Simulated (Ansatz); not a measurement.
# How fast states decay through K2MgI2Cl2

Aim: relax a made-up compound, K2MgI2Cl2, and see how good a tunnel barrier it would be. It is built by putting I for part of the Cl in the K2MgCl4 structure of space group I4/mmm, with the volume rescaled by atomic radii. The parent structure comes from the Materials Project.

Calculated with Ansatz 0.2.0; PBEsol DFT, plane waves, PAW files, in the first sound run; inputs show where later runs differ.

The structure was built from a prototype and need not be the compound's stable phase.

**1. Starting point**

It takes space group Imm2 (No. 44, orthorhombic). Conventional cell: a = 5.129 Å, b = 5.129 Å, c = 16.256 Å, α = 90.00°, β = 90.00°, γ = 90.00°. Nearest to K lie 3 I at 3.21 to 3.45 Å and 6 Cl at 3.45 to 3.64 Å. Nearest to K lie 3 Cl at 3.21 to 3.45 Å and 6 I at 3.45 to 3.64 Å. Nearest to Mg lie 3 I at 2.56 to 2.61 Å and 3 Cl at 2.56 to 2.61 Å. I has 1 Mg at 2.61 Å and 5 K at 3.21 to 3.64 Å nearest. Nearest to Cl lie 1 Mg at 2.61 Å and 5 K at 3.21 to 3.64 Å. I has 2 Mg at 2.56 Å and 4 K at 3.45 Å nearest. It derives from K2MgCl4. I for part of the Cl in the K2MgCl4 structure of space group I4/mmm. Farther neighbours and most contacts between anions are not listed.

**2. Relaxing the new crystal**

The substituted atoms don't fit the parent's cell, so cell and atoms relax together. A small smearing keeps the run stable in case the gap closes on the way.

The input, input.yaml:

```yaml
crystal:
  lattice:
    - [-2.5646971944, 2.5646971944, 8.1279179567]
    - [2.5646971944, -2.5646971944, 8.1279179567]
    - [2.5646971944, 2.5646971944, -8.1279179567]
  atoms:
    - { symbol: K, position: [0.6419403, 0.6419403, 0.0] }
    - { symbol: K, position: [0.3580597, 0.3580597, 0.0] }
    - { symbol: Mg, position: [0.0, 0.0, 0.0] }
    - { symbol: I, position: [0.83966911, 0.83966911, 0.0] }
    - { symbol: Cl, position: [0.16033089, 0.16033089, 0.0] }
    - { symbol: I, position: [0.5, 0.0, 0.5] }
    - { symbol: Cl, position: [0.0, 0.5, 0.5] }
kpoints:
  mp_grid: { grid: [6, 6, 6] }
scf:
  occupations: { method: gaussian, width: 0.03 }
hamiltonian:
  xc: pbesol
output:
  forces: true
  stress: true
relax:
  f_tol: 0.02
  max_steps: 60
  cell: {}
```

On the command line:

```console
$ ansatz run input.yaml --threads 2 --pin off --max-ram 4096MiB --backend cpu --events-out ev --progress --plain --runs-dir out
```

Numbers of over 12 decimals in the logs are rounded to 6 here.

Log:

```text
basis.fft_grid_basis auto: the FFT boxes are laid along the combinations [[1, 0, 1], [0, 1, 1], [0, 0, 1]] of the cell's own vectors, 5.129, 5.129 and 8.900 Å long. The dense box has 36×36×60 points. Along the cell's own vectors, as sized, it would have 60×60×60, 2.78 times as many. Of the 4 symmetry operations that the crystal satisfies within crystal.symmetry.tolerance (time reversal apart; of a slab, those that ke [...]
Engine: ansatz 0.2.0, x86_64-unknown-linux-gnu
Pseudopotentials: kind: paw
Pseudopotential: K, paw, valence charge 9, recommended cutoff 420 eV (normal), K.paw.azcp
Pseudopotential: Mg, paw, valence charge 10, recommended cutoff 420 eV (normal), Mg.paw.azcp
Pseudopotential: I, paw, valence charge 17, recommended cutoff 420 eV (normal), I.paw.azcp
Pseudopotential: Cl, paw, valence charge 7, recommended cutoff 420 eV (normal), Cl.paw.azcp
Functional definition: PBEsol
  exchange = pbesol_x
  correlation = pbesol_c
Crystal: 7 atoms, lattice volume = 213.851 Å³
Basis set: ecut = 420 eV, 4179 PW (Γ), FFT grids on a1+a3, a2+a3, a3, exchange–correlation on 72×72×120 points (8 copies of the dense FFT grid, shifted against one another)
Bands: 46, of which v1, the nominal top of the filled ones, is band 38 counted from 1 (37 counted from 0)
Symmetry: 4 space group operations
Space group: Imm2 (ITA 44), of the structure as read, at distance tolerance 6.0e-5 Å
k-points: 46 of 216 (time reversal used)
Non-local potential: K, projectors of the file, l = 0: 3, l = 1: 2, l = 2: 2
Non-local potential: Mg, projectors of the file, l = 0: 3, l = 1: 2, l = 2: 1
Non-local potential: I, projectors of the file, l = 0: 2, l = 1: 2, l = 2: 2, l = 3: 2
Non-local potential: Cl, projectors of the file, l = 0: 2, l = 1: 2, l = 2: 2
PAW form: soft (Blöchl's): semilocal exchange-correlation on the pseudo side does not see the compensation charge
PAW frozen core: K, regenerated for the run's functional, and the local potential with it (the file was generated under x = pbe(κ = 0.804, μ = 0.219515), c = pbe(β = 0.066725))
PAW frozen core: Mg, regenerated for the run's functional, and the local potential with it (the file was generated under x = pbe(κ = 0.804, μ = 0.219515), c = pbe(β = 0.066725))
PAW frozen core: I, regenerated for the run's functional, and the local potential with it (the file was generated under x = pbe(κ = 0.804, μ = 0.219515), c = pbe(β = 0.066725))
PAW frozen core: Cl, regenerated for the run's functional, and the local potential with it (the file was generated under x = pbe(κ = 0.804, μ = 0.219515), c = pbe(β = 0.066725))
PAW one-centre angular grid: K, 110 points (default); XC on 64 Gauss nodes
PAW one-centre angular grid: Mg, 110 points (default); XC on 64 Gauss nodes
PAW one-centre angular grid: I, 590 points (default); XC on 64 Gauss nodes
PAW one-centre angular grid: Cl, 110 points (default); XC on 64 Gauss nodes
Initial density: superposition of atomic densities (neutral atoms: chi_scale 0, normalization atom), corrected by the library's trained network
Initial wavefunctions: pseudopotential atomic-orbital guess
Functional: x = pbesol(κ = 0.804, μ = 0.123457), c = pbesol(β = 0.046)
SCF iter   1: F=—  HF=-21940.503854 eV  |F-HF|=—  |Δ(HF+E_count)|=         —  Δρ=2.76e-3  dr2=1.84e-2  ethr=1.77e-3  ⟨swp⟩=13.6  Hψ=11946  notcnv=0  defer=3
preconditioner: auto → Resta (q_TF=auto, 2.296 Å⁻¹)  ε∞=2.7  [insulator: Δε(μ)=3.777 eV  Ē_g=12.792 eV  σ=0.030 eV  W_gap=1.00  n_scr=40 (ndim 8)  ℏωp=16.8 eV  f_vac=0.120  D(μ)=0.00/eV (n_scr^D=0)  ε∞_Penn≈2.7]
SCF iter   2: F=—  HF=-21940.498178 eV  |F-HF|=—  |Δ(HF+E_count)|=   5.68e-3  Δρ=1.26e-3  dr2=3.60e-3  ethr=2.43e-5  ⟨swp⟩=2.4  Hψ=3800  notcnv=0  defer=124
SCF iter   3: F=—  HF=-21940.497711 eV  |F-HF|=—  |Δ(HF+E_count)|=   4.67e-4  Δρ=3.34e-4  dr2=2.31e-4  ethr=4.74e-6  ⟨swp⟩=2.8  Hψ=3540  notcnv=0  defer=124
SCF iter   4: F=—  HF=-21940.497737 eV  |F-HF|=—  |Δ(HF+E_count)|=   2.57e-5  Δρ=1.25e-4  dr2=3.32e-5  ethr=3.05e-7  ⟨swp⟩=2.0  Hψ=3529  notcnv=0  defer=124
SCF iter   5: F=—  HF=-21940.497748 eV  |F-HF|=—  |Δ(HF+E_count)|=   1.14e-5  Δρ=2.38e-5  dr2=1.93e-6  ethr=4.37e-8  ⟨swp⟩=2.0  Hψ=2534  notcnv=0  defer=124
SCF iter   6: F=—  HF=-21940.497751 eV  |F-HF|=—  |Δ(HF+E_count)|=   2.33e-6  Δρ=7.74e-6  dr2=1.91e-7  ethr=2.54e-9  ⟨swp⟩=2.0  Hψ=3459  notcnv=0  defer=124
SCF iter   7: F=-21940.497751 eV  HF=-21940.497751 eV  |F-HF|=1.45e-8  |Δ(HF+E_count)|=   3.29e-7  Δρ=2.32e-6  dr2=2.03e-8  ethr=1.32e-10  ⟨swp⟩=5.0  Hψ=7381  notcnv=0
SCF 1 converged in 7 iterations: F = -21940.497751 eV  dr2 = 2.03e-8
  greatest PAW one-centre occupation: 1.000 electrons in one spin orbital (limit 2), on the Mg atom at site 2 (counted from 0), in its partial waves of l = 0
relax step   1: F+E_penalty+E_count = -21940.49775113 eV  Δ(F+E_penalty+E_count) = +0.000e0 eV  max|allowed force component| = 1.479e0 eV/Å  Δτ_max = 0.0000 Å  P = +3.489 GPa  Ω = 213.851 Å³  (7 SCF iters, dr2 threshold 1.00e-7 eV, accepted)
Crystal: 7 atoms, lattice volume = 227.373 Å³
Basis set: ecut = 420 eV, 4443 PW (Γ), FFT grids on a1+a3, a2+a3, a3, exchange–correlation on 72×72×120 points (8 copies of the dense FFT grid, shifted against one another)
Initial density: handed on by an earlier stage of this run
Initial wavefunctions: those handed on with the density
iter 1 solved again at ethr=8.07e-5 eV; its pass at ethr=3.10e-3 eV (dr2=6.14e-2 eV) is discarded
SCF iter   1: F=—  HF=-21940.999464 eV  |F-HF|=—  |Δ(HF+E_count)|=         —  Δρ=4.99e-3  dr2=6.23e-2  ethr=8.07e-5  ⟨swp⟩=3.4  Hψ=13959  notcnv=0
preconditioner: auto → Resta (q_TF=auto, 2.273 Å⁻¹)  ε∞=2.7  [insulator: Δε(μ)=3.773 eV  Ē_g=12.678 eV  σ=0.030 eV  W_gap=1.00  n_scr=40 (ndim 8)  ℏωp=16.3 eV  f_vac=0.127  D(μ)=0.00/eV (n_scr^D=0)  ε∞_Penn≈2.7]
SCF iter   2: F=—  HF=-21940.980615 eV  |F-HF|=—  |Δ(HF+E_count)|=   1.88e-2  Δρ=2.40e-3  dr2=1.34e-2  ethr=8.07e-5  ⟨swp⟩=3.4  Hψ=3749  notcnv=0
SCF iter   3: F=—  HF=-21940.976513 eV  |F-HF|=—  |Δ(HF+E_count)|=   4.10e-3  Δρ=4.03e-4  dr2=5.01e-4  ethr=1.76e-5  ⟨swp⟩=3.1  Hψ=3915  notcnv=0
SCF iter   4: F=—  HF=-21940.976571 eV  |F-HF|=—  |Δ(HF+E_count)|=   5.84e-5  Δρ=1.17e-4  dr2=3.81e-5  ethr=6.59e-7  ⟨swp⟩=2.0  Hψ=3358  notcnv=0
SCF iter   5: F=—  HF=-21940.976593 eV  |F-HF|=—  |Δ(HF+E_count)|=   2.22e-5  Δρ=4.13e-5  dr2=4.05e-6  ethr=5.02e-8  ⟨swp⟩=2.0  Hψ=3588  notcnv=0
SCF iter   6: F=-21940.976596 eV  HF=-21940.976595 eV  |F-HF|=5.78e-7  |Δ(HF+E_count)|=   2.05e-6  Δρ=8.78e-6  dr2=2.89e-7  ethr=9.21e-10  ⟨swp⟩=5.0  Hψ=7964  notcnv=0
SCF 2 converged in 6 iterations: F = -21940.976596 eV  dr2 = 2.89e-7
[...]
SCF iter   2: F=—  HF=-21941.136383 eV  |F-HF|=—  |Δ(HF+E_count)|=   2.14e-2  Δρ=2.41e-3  dr2=1.05e-2  ethr=9.47e-5  ⟨swp⟩=3.9  Hψ=4130  notcnv=0
SCF iter   3: F=—  HF=-21941.133887 eV  |F-HF|=—  |Δ(HF+E_count)|=   2.50e-3  Δρ=6.03e-4  dr2=6.80e-4  ethr=1.38e-5  ⟨swp⟩=2.8  Hψ=3789  notcnv=0
SCF iter   4: F=—  HF=-21941.133975 eV  |F-HF|=—  |Δ(HF+E_count)|=   8.75e-5  Δρ=1.33e-4  dr2=5.05e-5  ethr=8.95e-7  ⟨swp⟩=2.0  Hψ=3647  notcnv=0
SCF iter   5: F=—  HF=-21941.133984 eV  |F-HF|=—  |Δ(HF+E_count)|=   9.88e-6  Δρ=4.16e-5  dr2=4.36e-6  ethr=6.64e-8  ⟨swp⟩=2.0  Hψ=3818  notcnv=0
SCF iter   6: F=-21941.133988 eV  HF=-21941.133988 eV  |F-HF|=2.35e-7  |Δ(HF+E_count)|=   3.50e-6  Δρ=8.47e-6  dr2=2.33e-7  ethr=9.21e-10  ⟨swp⟩=5.0  Hψ=7593  notcnv=0
SCF 3 converged in 6 iterations: F = -21941.133988 eV  dr2 = 2.33e-7
relax step   3: F+E_penalty+E_count = -21941.13398814 eV  Δ(F+E_penalty+E_count) = -1.574e-1 eV  max|allowed force component| = 4.123e-1 eV/Å  Δτ_max = 0.0902 Å  P = +0.169 GPa  Ω = 235.049 Å³  energy of the carried Pulay correction = -1.176e-3 eV  (6 SCF iters, dr2 threshold 7.00e-7 eV, accepted)
[... from here on, the SCF cycles and remarks between the steps are left out ...]
relax step   4: F+E_penalty+E_count = -21941.18671556 eV  Δ(F+E_penalty+E_count) = -5.273e-2 eV  max|allowed force component| = 4.130e-1 eV/Å  Δτ_max = 0.1380 Å  P = +0.212 GPa  Ω = 237.248 Å³  energy of the carried Pulay correction = -1.291e-3 eV  (6 SCF iters, dr2 threshold 7.00e-7 eV, accepted)
relax step   5: F+E_penalty+E_count = -21941.17634483 eV  Δ(F+E_penalty+E_count) = +1.037e-2 eV  max|allowed force component| = 1.830e-1 eV/Å  Δτ_max = 0.1204 Å  P = -0.068 GPa  Ω = 235.725 Å³  energy of the carried Pulay correction = -1.211e-3 eV  (6 SCF iters, dr2 threshold 7.00e-7 eV, rejected (line search))
relax step   6: F+E_penalty+E_count = -21941.20486581 eV  Δ(F+E_penalty+E_count) = -1.815e-2 eV  max|allowed force component| = 3.851e-2 eV/Å  Δτ_max = 0.0560 Å  P = -0.027 GPa  Ω = 236.738 Å³  energy of the carried Pulay correction = -1.265e-3 eV  (10 SCF iters, accepted)
relax step   7: F+E_penalty+E_count = -21941.20598631 eV  Δ(F+E_penalty+E_count) = -1.120e-3 eV  max|allowed force component| = 1.245e-2 eV/Å  Δτ_max = 0.0102 Å  P = -0.016 GPa  Ω = 236.665 Å³  energy of the carried Pulay correction = -1.261e-3 eV  (5 SCF iters, dr2 threshold 9.27e-8 eV, accepted)
relax step   8: F+E_penalty+E_count = -21941.20639552 eV  Δ(F+E_penalty+E_count) = -4.092e-4 eV  max|allowed force component| = 1.001e-2 eV/Å  Δτ_max = 0.0088 Å  P = +0.020 GPa  Ω = 236.384 Å³  energy of the carried Pulay correction = -1.246e-3 eV  (6 SCF iters, dr2 threshold 1.14e-8 eV, accepted)
relax step   9: F+E_penalty+E_count = -21941.20851443 eV  Δ(F+E_penalty+E_count) = -2.119e-3 eV  max|allowed force component| = 9.870e-3 eV/Å  Δτ_max = 0.0000 Å  P = +0.035 GPa  Ω = 236.384 Å³  stress off target by 6.83e-2 GPa  SCF on the basis re-selected at this cell (its energy is not comparable with the rows above)  (8 SCF iters)
relax step  10: F+E_penalty+E_count = -21941.20860771 eV  Δ(F+E_penalty+E_count) = -9.327e-5 eV  max|allowed force component| = 2.203e-3 eV/Å  Δτ_max = 0.0027 Å  P = +0.005 GPa  Ω = 236.708 Å³  energy of the carried Pulay correction = -1.688e-5 eV  (5 SCF iters, dr2 threshold 1.17e-8 eV, accepted)
iter 1 solved again at ethr=5.87e-7 eV; its pass at ethr=3.10e-3 eV (dr2=4.46e-4 eV) is discarded
SCF iter   1: F=—  HF=-21941.208197 eV  |F-HF|=—  |Δ(HF+E_count)|=         —  Δρ=7.25e-5  dr2=2.78e-7  ethr=5.87e-7  ⟨swp⟩=3.6  Hψ=17364  notcnv=0
eigensolver tolerance schedule: the retry pair's looser diagonalisation over-reported the residual by 1602.17 of it (diagonalisation noise at 0.44 of the residual, at the tolerance the schedule requests for it); recorded, not acted on — ethr = c·dr2/N_el stays at c = 1.0e-1
preconditioner: auto → Resta (q_TF=auto, 2.258 Å⁻¹)  ε∞=2.6  [insulator: Δε(μ)=3.541 eV  Ē_g=12.593 eV  σ=0.030 eV  W_gap=1.00  n_scr=52 (ndim 8)  ℏωp=16.0 eV  f_vac=0.129  D(μ)=0.00/eV (n_scr^D=0)  ε∞_Penn≈2.6]
SCF iter   2: F=—  HF=-21941.208530 eV  |F-HF|=—  |Δ(HF+E_count)|=   3.33e-4  Δρ=3.65e-5  dr2=6.94e-8  ethr=3.66e-10  ⟨swp⟩=2.9  Hψ=4234  notcnv=0
SCF iter   3: F=—  HF=-21941.208626 eV  |F-HF|=—  |Δ(HF+E_count)|=   9.63e-5  Δρ=3.67e-6  dr2=3.17e-9  ethr=9.13e-11  ⟨swp⟩=2.0  Hψ=3105  notcnv=0
SCF iter   4: F=—  HF=-21941.208627 eV  |F-HF|=—  |Δ(HF+E_count)|=   9.12e-7  Δρ=3.42e-7  dr2=2.15e-10  ethr=4.17e-12  ⟨swp⟩=2.0  Hψ=3816  notcnv=0
SCF iter   5: F=-21941.208627 eV  HF=-21941.208627 eV  |F-HF|=9.46e-11  |Δ(HF+E_count)|=   3.60e-9  Δρ=6.94e-8  dr2=2.76e-11  ethr=1.00e-12  ⟨swp⟩=5.0  Hψ=7419  notcnv=0
SCF 11 converged in 5 iterations: F = -21941.208627 eV  dr2 = 2.76e-11
relax step  11: F+E_penalty+E_count = -21941.20862713 eV  Δ(F+E_penalty+E_count) = -1.943e-5 eV  max|allowed force component| = 2.194e-3 eV/Å  Δτ_max = 0.0000 Å  P = +0.005 GPa  Ω = 236.708 Å³  stress off target by 8.45e-3 GPa  SCF on the basis re-selected at this cell (its energy is not comparable with the rows above)  (5 SCF iters)
basis re-selected at this cell: Δ(F+E_penalty+E_count) = -1.943e-5 eV, ΔP = -0.000 GPa vs the last step (what re-selecting the basis moved, of the pressure what is left beyond the Pulay correction that the steps carried, after the strain that the cell walked since its last selection, with what the two solves' SCF thresholds leave and, on support functions, any second-order correction that the steps lacked; it is no m [...]
SCF converged after 5 iterations
Free energy (F): -21941.208627 eV
Harris-Foulkes:  -21941.208627 eV  (|F-HF|=9.46e-11)
Internal energy: -21941.208627 eV  (E = F + TS)
E sigma→0 (E₀):  -21941.208627 eV
Fermi energy:    4.552899 eV
--- Per-component energies (eV) ---
  E_band       = -1439.022456
  E_kinetic    = 1285.206479
  E_local      = -8429.599662  (includes V_loc(G=0)·N_el)
  E_nonlocal   = 4.303515
  E_hartree    = 3742.007656
  E_xc         = -762.693495
  E_vxc        = -865.170792  (∫ρ·V_xc dr)
  E_paw        = -12563.554992  (= ΣΔE_a)
  E_vpaw       = -917.777719  (= ΣTr[D̂ρ^β])
  E_aug_tail   = 0.000222  (compensation charges beyond the density's cutoff)
  E_ewald      = -5218.134131
  E_core_change = 1.255781  (= ΣΔE_core)
  E_smearing   = -0.000000  (= −TS)
  E_closure    = -0.000000  (closes the sum)
  Σ components = -21941.208627   (vs F -21941.208627, Δ=0.00e0)
--- Forces (eV/Å), atoms counted from 1 ---
  atom   1  K     -0.00000000     0.00000000     0.00169155
  atom   2  K      0.00000000    -0.00000000     0.00092112
  atom   3  Mg    -0.00000000     0.00000000     0.00171597
  atom   4  I      0.00000000    -0.00000000     0.00020157
  atom   5  Cl    -0.00000000     0.00000000    -0.00069294
  atom   6  I     -0.00000000     0.00000000    -0.00219377
  atom   7  Cl     0.00000000    -0.00000000    -0.00164424
  max |Σ_I F_I| component: 7.44e-7 eV/Å
--- Stress (GPa, compression-positive) ---
       -0.001540      -0.000000       0.000000
       -0.000000       0.008446      -0.000000
        0.000000      -0.000000       0.006964
  P = ⅓ Tr σ = 0.0046 GPa (0.046 kbar)
--- Relaxed structure (9 steps of the walk, 8 accepted, 2 SCFs on fresh bases) ---
  F+E_penalty+E_count = -21941.20862713 eV   max|allowed force component| = 2.194e-3 eV/Å   (the final SCF, on the basis selected at the relaxed cell)
  cell:  # Å, volume = 236.7084 Å³
    - [-2.461955, 2.830706, 8.491391]
    - [2.461955, -2.830706, 8.491391]
    - [2.461955, 2.830706, -8.491391]
  atoms:
    - { symbol: K, position: [0.637026, 0.637026, -9.619916895074115e-19] }
    - { symbol: K, position: [0.342023, 0.342023, -7.587540891249054e-18] }
    - { symbol: Mg, position: [0.017674, 0.017674, 9.372852732906389e-18] }
    - { symbol: I, position: [0.835600, 0.835600, 0] }
    - { symbol: Cl, position: [0.159610, 0.159610, 0] }
    - { symbol: I, position: [0.495587, -0.00441346, 0.5] }
    - { symbol: Cl, position: [0.012481, 0.512481, 0.500000] }
```

It took 2 min on 2 threads of Intel Xeon Platinum 8488C (Sapphire Rapids), shared host; peak memory 0.73 GiB.

The steps of the relaxation:

| step | energy less that of the first step (eV) | largest force component (eV/Å) | pressure (GPa) | volume (Å³) |
| --- | --- | --- | --- | --- |
| 1 | 0.0000 | 1.4790 | 3.49 | 213.85 |
| 2 | -0.4788 | 0.6705 | 0.95 | 227.37 |
| 3 | -0.6362 | 0.4123 | 0.17 | 235.05 |
| 4 | -0.6890 | 0.4130 | 0.21 | 237.25 |
| 5 | -0.6786 | 0.1830 | -0.07 | 235.73 |
| 6 | -0.7071 | 0.0385 | -0.03 | 236.74 |
| 7 | -0.7082 | 0.0124 | -0.02 | 236.67 |
| 8 | -0.7086 | 0.0100 | 0.02 | 236.38 |
| 9* | -0.7108 | 0.0099 | 0.03 | 236.38 |
| 10 | -0.7109 | 0.0022 | 0.00 | 236.71 |
| 11* | -0.7109 | 0.0022 | 0.00 | 236.71 |

Relaxation steps marked * repeat the geometry before them on a plane-wave basis chosen anew for their cell, so energy and pressure can jump there. Relaxation step 5 was tried and not accepted.

Forces are held to the 4 operations that the run works with; a distortion that breaks them can't arise in this run.

| conventional cell, symmetrised | before | after | change |
| --- | --- | --- | --- |
| a (Å) | 5.129 | 4.924 | -4.0 % |
| b (Å) | 5.129 | 5.661 | +10.4 % |
| c (Å) | 16.256 | 16.983 | +4.5 % |
| volume (Å³/atom) | 30.55 | 33.82 | +10.7 % |

The atoms that moved most (Å, as changes of fractional coordinates times the final cell):

| atom | dx | dy | dz | length |
| --- | --- | --- | --- | --- |
| Mg3 | 0.000 | 0.000 | 0.300 | 0.300 |
| K2 | 0.000 | 0.000 | -0.272 | 0.272 |
| Cl7 | 0.000 | 0.000 | 0.212 | 0.212 |
| K1 | 0.000 | 0.000 | -0.083 | 0.083 |
| I6 | 0.000 | 0.000 | -0.075 | 0.075 |
| I4 | 0.000 | 0.000 | -0.069 | 0.069 |
| Cl5 | 0.000 | 0.000 | -0.012 | 0.012 |

Numbers from this step:

- free energy: -21941.2086 eV
- Fermi energy: 4.553 eV
- pressure: 0.004623 GPa

The largest force component on a free atom ends at 0.0022 eV/Å.

(Continued in part 2 of 3.)

[Logs are printed without paths, hosts, clocks, repeated set-up lines and the standing remarks that a program may print on its own settings, such as how far it seeks lower states.]

[Hosts, paths, dates, database ids (printed as entryN), source tags and the programs' standing remarks are cut or masked in the printed files.]
